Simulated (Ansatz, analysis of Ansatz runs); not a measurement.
# A hop of Mg in MgH2 (Pbcn), charge −2, part 3 of 3

Wanted: path and barrier of a jump of Mg in MgH2 (Pbcn) at charge −2. The case: V_Mg hop (3.4 Å), in a cell of 48 host atoms with 1 Mg taken out.

Ansatz 0.2.0; plane-wave PAW DFT, r2SCAN; nudged elastic band between two relaxed defect structures at fixed charge in a uniform background.

So far, barrier forward (eV): step 4 (nudged elastic band, charge −2) 0.962.

### Step 5. Single point at the top of the path, r2SCAN

A single point at the top of the band gives the levels near the gap and the populations there.

This step: plane-wave PAW DFT, r2SCAN; single point of a defect supercell on a structure of the r2SCAN path.

qm2.top.probe/input.yaml

```yaml
crystal:
  lattice:
    - [-4.47819636, 5.4013991, 4.90197395]
    - [4.47819636, -5.4013991, 4.90197395]
    - [4.47819636, 5.4013991, -4.90197395]
  atoms:
    - { symbol: Mg, position: [0.29825998, 0.13269382, 0.67330387] }
    - { symbol: Mg, position: [0.27161378, 0.61993158, 0.16712102] }
[... 2 atom lines left out ...]
    - { symbol: Mg, position: [0.46437622, 0.10524358, 0.33566829] }
[... 8 atom lines left out ...]
    - { symbol: Mg, position: [0.45205591, 0.38736834, 0.268542] }
[... 1 atom line left out ...]
    - { symbol: H, position: [0.15102025, 0.0699672, 0.80387599] }
[... 5 atom lines left out ...]
    - { symbol: H, position: [0.6170827, 0.39579463, 0.44477659] }
[... 7 atom lines left out ...]
    - { symbol: H, position: [0.97521416, 0.15524424, 0.06234509] }
[... 4 atom lines left out ...]
    - { symbol: H, position: [0.50710238, 0.81975642, 0.41378463] }
    - { symbol: H, position: [0.26786838, 0.16758609, 0.31657345] }
[... 2 atom lines left out ...]
    - { symbol: H, position: [0.71121047, 0.64550372, 0.3224113] }
    - { symbol: H, position: [0.40384083, 0.10683423, 0.09361725] }
    - { symbol: H, position: [0.43908944, 0.59271106, 0.56854622] }
[... 2 atom lines left out ...]
    - { symbol: H, position: [0.30191383, 0.40982332, 0.12731952] }
[... 2 atom lines left out ...]
    - { symbol: H, position: [0.84615146, 0.92998703, 0.19322053] }
total_charge: -2
basis:
  ecutwfc: 500
  xc_grid: 2
hamiltonian:
  xc: r2scan
kpoints:
  mp_grid: { grid: [1, 1, 1] }
scf:
  occupations: { method: fixed }
  max_iter: 80
output:
  forces: true
  eigenvalues: true
  eigenstates: { localisation: true }
  populations: true
  write_density: true
  write_potential: true
  volumetric_format: npy
  elf: true
checkpoint:
  write: "../qm2.top.probe.run"
  compress: false
  write_wavefunctions: false
  write_every: 100000
```

The run is started by

```console
$ ansatz run input.yaml --threads 4 --pin off --max-ram 7536MiB --backend cpu --events-out ev --progress --plain --runs-dir out
```

Numbers of over 12 decimals in the logs are rounded to 6 here.

The program printed:

```text
[...]
Crystal: 47 atoms, lattice volume = 474.286 Å³
Basis set: ecut = 500 eV, 12067 PW (Γ), exchange–correlation on 128×128×128 points (8 copies of the dense FFT grid, shifted against one another)
Bands: 139, of which v1, the nominal top of the filled ones, is band 92 counted from 1 (91 counted from 0)
Symmetry: 1 space group operations
[...]
k-points: 1
[...]
SCF iter   1: F=—  HF=-29405.982017 eV  |F-HF|=—  |Δ(HF+E_count)|=         —  Δρ=2.22e-2  dr2=2.21e0  dr2_τ=1.10e-1  ethr=1.77e-3  ⟨swp⟩=5.0  Hψ=445  notcnv=0  defer=45
[...]
SCF iter   7: F=-29405.674296 eV  HF=-29405.674296 eV  |F-HF|=5.16e-9  |Δ(HF+E_count)|=   3.64e-7  Δρ=1.97e-6  dr2=1.57e-8  dr2_τ=4.13e-10  ethr=5.43e-11  ⟨swp⟩=21.0  Hψ=1374  notcnv=0
SCF 1 converged in 7 iterations: F = -29405.674296 eV  dr2 = 1.57e-8
[...]
SCF converged after 7 iterations
Free energy (F): -29405.674296 eV
[...]
[... 7 atoms left out ...]
  atom  30  H     -0.00280756     0.00543928     0.00042024
  [... 5 atoms left out ...]
  atom  36  H      0.00753878     0.00369576     0.00432166
  [... 2 atoms left out ...]
  atom  39  H      0.00170792    -0.00482686    -0.01728037
  atom  40  H      0.00848104    -0.00015237     0.00548559
  atom  41  H     -0.01360244    -0.00443217    -0.00080192
  [... 2 atoms left out ...]
  atom  44  H     -0.02374319    -0.01771438    -0.00867025
  [... 3 atoms left out ...]
  max |Σ_I F_I| component: 2.38e-4 eV/Å
--- Band table (eV) ---
[...]
--- Löwdin populations: 47 sites ---
  site symbol       q [e]
     0     Mg      8.5484
     1     Mg      8.5380
[...]
4     Mg      8.5508
[...]
13     Mg      8.5322
[...]
21      H      1.7039
[...]
29      H      1.7081
  [... 5 atoms left out ...]
    35      H      1.7138
  [... 2 atoms left out ...]
    38      H      1.7017
    39      H      1.7108
    40      H      1.7093
  [... 2 atoms left out ...]
    43      H      1.6866
  [... 3 atoms left out ...]
  spilling = 0.005643 (of n_electrons = 184.000000)
[key lines of the parts left out:]
Fermi energy:    1.840958 eV
```

Run time: 7.3 s. Hardware: 4 threads of Arm Neoverse V1, shared host; peak memory 0.7 GiB; 24 s of CPU time.

Read from the output:

- free energy: -29405.6743 eV

From eigenstates.tsv, first k-point; energies on the run's zero. The participation number counts the atoms that a state is spread over, of 47; bands count from 0.

```tsv
spin	band	energy (eV)	occupation	participation	largest share on	share
both	86	1.220	2.00	17.4	H19	0.10
both	87	1.308	2.00	20.7	H26	0.10
both	88	1.479	2.00	12.4	H17	0.22
both	89	1.602	2.00	8.5	H34	0.29
both	90	1.756	2.00	11.6	H26	0.19
both	91	1.841	2.00	21.5	H17	0.11
both	92	5.903	0.00	42.3	H41	0.04
both	93	6.189	0.00	32.5	Mg14	0.07
both	94	6.568	0.00	38.5	H27	0.05
both	95	6.619	0.00	33.9	H31	0.06
both	96	6.680	0.00	34.6	H42	0.06
```

Under r2SCAN at the zone centre alone, the highest filled state is spread over 22 of 47 atoms, and the lowest empty one, 4.06 eV above it, is spread over 42 of 47 atoms.

Löwdin populations of the atoms near the centre, and their excess over far atoms of the same element, which can also hold differences between inequivalent host sites (the log counts sites from 0):

```tsv
atom	distance from the centre (Å)	electrons	excess
Mg14	0.60	8.532	-0.014
H44	1.32	1.687	-0.029
H36	2.08	1.714	-0.002
H40	2.20	1.711	-0.005
H22	2.27	1.704	-0.012
H41	2.30	1.709	-0.006
H39	2.72	1.702	-0.014
Mg2	2.84	8.538	-0.008
```

ELF in the ac plane at fractional y = 0.375, through the centre, with atoms of Mg and H within 0.45 Å of it. It is the smooth field of the valence electrons, not physical close to the nuclei.

Ten even steps from '0' (0.07 × 1e-1) to '9' (9.99 × 1e-1), each cell a mean:
```
899831100059999610000003
999960000179999312100016
999960000179995133300028
999820232137871232300017
665214897213420233203213
010039999610000011168720
332059999710000002799930
323169999600000015999822
333059998200000015999713
220026752000000002798401
334201100000014421132112
999500000000279973000169
999700000001699996100499
999500000002799996000499
997200000000499983000269
541000000012148730132124
000000000233202202787410
000000210322300027999830
000003761233200069999830
000018996111000179999820
000049999610000169999500
000059999820000025764100
001138999401354101110000
355314774016999510000000
```
Columns run along a (8.6 Å), rows up along c (8.6 Å). Atoms in or near the plane, at fractional coordinates: Mg at (0.71, 0.85), Mg at (0.04, 0.66), Mg at (0.45, 0.27), H at (0.08, 0.91), H at (0.62, 0.44), H at (0.26, 0.69), H at (0.77, 0.18), H at (0.99, 0.43), H at (0.51, 0.91), H at (0.30, 0.13), H at (0.85, 0.71).

Electrostatic potential energy in the ac plane at fractional y = 0.375, through the centre, with atoms of Mg and H within 0.45 Å of it. With pseudopotentials it is smooth inside the atoms' cores, unlike the true potential.

Ten even steps from '0' (-48 eV) to '9' (8 eV), each cell a mean:
```
999999999999889988889999
967999999999668864678999
846999999999888510278999
878999999999998300178999
888999999999997300489999
767899889999998756789998
213788459999999888888986
001688579999999999988884
003799999999999999999873
347899999999999999999986
888999999999999999999988
889999999999999999999999
689999999999996699999999
799999999999982499999999
999999999888887899999999
999999998754688999999999
999999998400378999999999
999999987200278999999999
999999987301589999659999
999999988756789999669999
999999758888899999999999
999999658999999999999999
999999899999999999999999
999999999999999999999999
```
Columns run along a (8.6 Å; values clipped at the 3rd and 97th percentile), rows up along c (8.6 Å). Atoms in or near the plane, at fractional coordinates: Mg at (0.71, 0.85), Mg at (0.04, 0.66), Mg at (0.45, 0.27), H at (0.08, 0.91), H at (0.62, 0.44), H at (0.26, 0.69), H at (0.77, 0.18), H at (0.99, 0.43), H at (0.51, 0.91), H at (0.30, 0.13), H at (0.85, 0.71).

Valence density in the ac plane at fractional y = 0.375, through the centre, with atoms of Mg and H within 0.45 Å of it. It is the smooth field of the valence electrons, not physical close to the nuclei.

Ten steps, logarithmic in the rise over the least value, from '0' (0 e/Å³) to '9' (23 e/Å³), each cell a mean:
```
111100000001221100000000
133100000001332123200000
233100000001221378610001
222100000001111599710001
111000111000000488400000
121001221000000132111100
675112332000000000122111
997212321000000000122114
995111110000000000122115
541000000000000000011002
111000000000000000000001
221000000000011110000001
321000000000023310000012
221000000000124310000012
110000000000122210000001
000000000034211100000000
000000000388510000011000
000000001699610001121100
000000011587300001332100
000000122221000001332100
000001232100000001211000
000001332100000000000000
000001221000000000000000
000000000000111000000000
```
Columns run along a (8.6 Å), rows up along c (8.6 Å). Atoms in or near the plane, at fractional coordinates: Mg at (0.71, 0.85), Mg at (0.04, 0.66), Mg at (0.45, 0.27), H at (0.08, 0.91), H at (0.62, 0.44), H at (0.26, 0.69), H at (0.77, 0.18), H at (0.99, 0.43), H at (0.51, 0.91), H at (0.30, 0.13), H at (0.85, 0.71).

The distance between the highest filled and the lowest empty level goes from 4.06 eV at the start to 4.06 eV at the top.

### Step 6. Outcome

| Item | Value |
| --- | --- |
| barrier forward | 0.96 eV (in doubt, see below) |
| barrier backward | 0.96 eV |
| end less start | 0.00 eV |
| hop length | 3.41 Å |
| band iterations, as the log counts them | 9 |

**Reading.** The top of the band lies 0.96 eV above the start and 0.96 eV above the end. In at least one step between neighbouring images a covalent bond changes partner or an atom goes far. The images sample such a step coarsely, so the top may lie higher. At the top Mg14 stands 1.70 Å from its nearest H, 0.09 Å closer than at the start. The order of the top as a saddle was not checked for all atoms, so a bent path could be lower. No image-charge correction is applied; it largely cancels along a path if the charge stays localised alike. Keep in mind: sampling at the zone centre alone can move energies of charged and open-shell states by tenths of an eV or more in cells of this size; periodic copies of the defect are only 8.6 Å apart.

[Logs are printed without paths, hosts, clocks, repeated set-up lines and the standing remarks that a program may print on its own settings, such as how far it seeks lower states.]

[Hosts, paths, dates, database ids (printed as entryN), source tags and the programs' standing remarks are cut or masked in the printed files.]
